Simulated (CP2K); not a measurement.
Fluoroacetylene has these distinct C atoms: C1 (bonded to C and H) and C2 (bonded to C and F).

```xyz
4

C    -0.6322    0.0159    0.1843
C     0.5239   -0.0139   -0.1555
F     1.7615   -0.0537   -0.5250
H    -1.6532    0.0518    0.4962
```

Their partial C K spectra (CP2K XAS_TDP, all-electron GAPW, PBEh(45%), aug-cc-pVTZ, TDA, GW2X-corrected core level, no relativity) are given in random order, each times the number of alike atoms.

Gaussian full width 0.5 eV, oscillator strength per eV, alike atoms added, rows of zeros left out:

```
E (eV)  curve 1  curve 2
286.50    0.003    0.000
286.75    0.046    0.000
287.00    0.158    0.000
287.25    0.136    0.000
287.50    0.029    0.000
287.75    0.002    0.000
288.25    0.001    0.000
288.50    0.001    0.006
288.75    0.002    0.077
289.00    0.015    0.229
289.25    0.032    0.185
289.50    0.018    0.067
289.75    0.003    0.021
290.00    0.006    0.003
290.25    0.024    0.000
290.50    0.023    0.000
290.75    0.006    0.000
291.00    0.002    0.000
291.25    0.004    0.000
291.50    0.007    0.000
291.75    0.017    0.000
292.00    0.025    0.002
292.25    0.014    0.006
292.50    0.003    0.004
292.75    0.003    0.002
293.00    0.003    0.003
293.25    0.001    0.004
293.50    0.000    0.004
293.75    0.001    0.002
294.00    0.004    0.006
294.25    0.005    0.008
294.50    0.007    0.006
294.75    0.019    0.008
295.00    0.016    0.004
295.25    0.007    0.002
295.50    0.003    0.006
295.75    0.001    0.016
296.00    0.005    0.016
296.25    0.021    0.005
296.50    0.024    0.000
296.75    0.008    0.000
297.00    0.006    0.000
297.25    0.010    0.003
297.50    0.013    0.004
297.75    0.025    0.001
298.00    0.023    0.000
298.25    0.022    0.000
298.50    0.038    0.002
298.75    0.022    0.019
299.00    0.003    0.041
299.25    0.000    0.025
299.50    0.000    0.021
299.75    0.000    0.032
300.00    0.001    0.017
```

Question: Which curve belongs to which atom?

Curve 1: C1 (bonded to C and H), leading line at 287.10 eV (f = 0.093 an atom), ionisation energy 290.99 eV, term value 3.89 eV. Curve 2: C2 (bonded to C and F), leading line at 289.07 eV (f = 0.128 an atom), ionisation energy 293.35 eV, term value 4.28 eV. The leading line of an atom is its first one with 35 % of the strongest within 2.5 eV of its lowest line over the strength cut. A line lies at the core ionisation energy, which rises as an atom loses charge to its neighbours or to a π system, less the term value, which is large for a low π* or σ* orbital with weight on that atom.

[Banner, clock and machine lines of the logs are left out without a mark of their own.]

[Logs are printed without paths, hosts, clocks, repeated set-up lines and the standing remarks that a program may print on its own settings, such as how far it seeks lower states.]

[Hosts, paths, dates, database ids (printed as entryN), source tags and the programs' standing remarks are cut or masked in the printed files.]
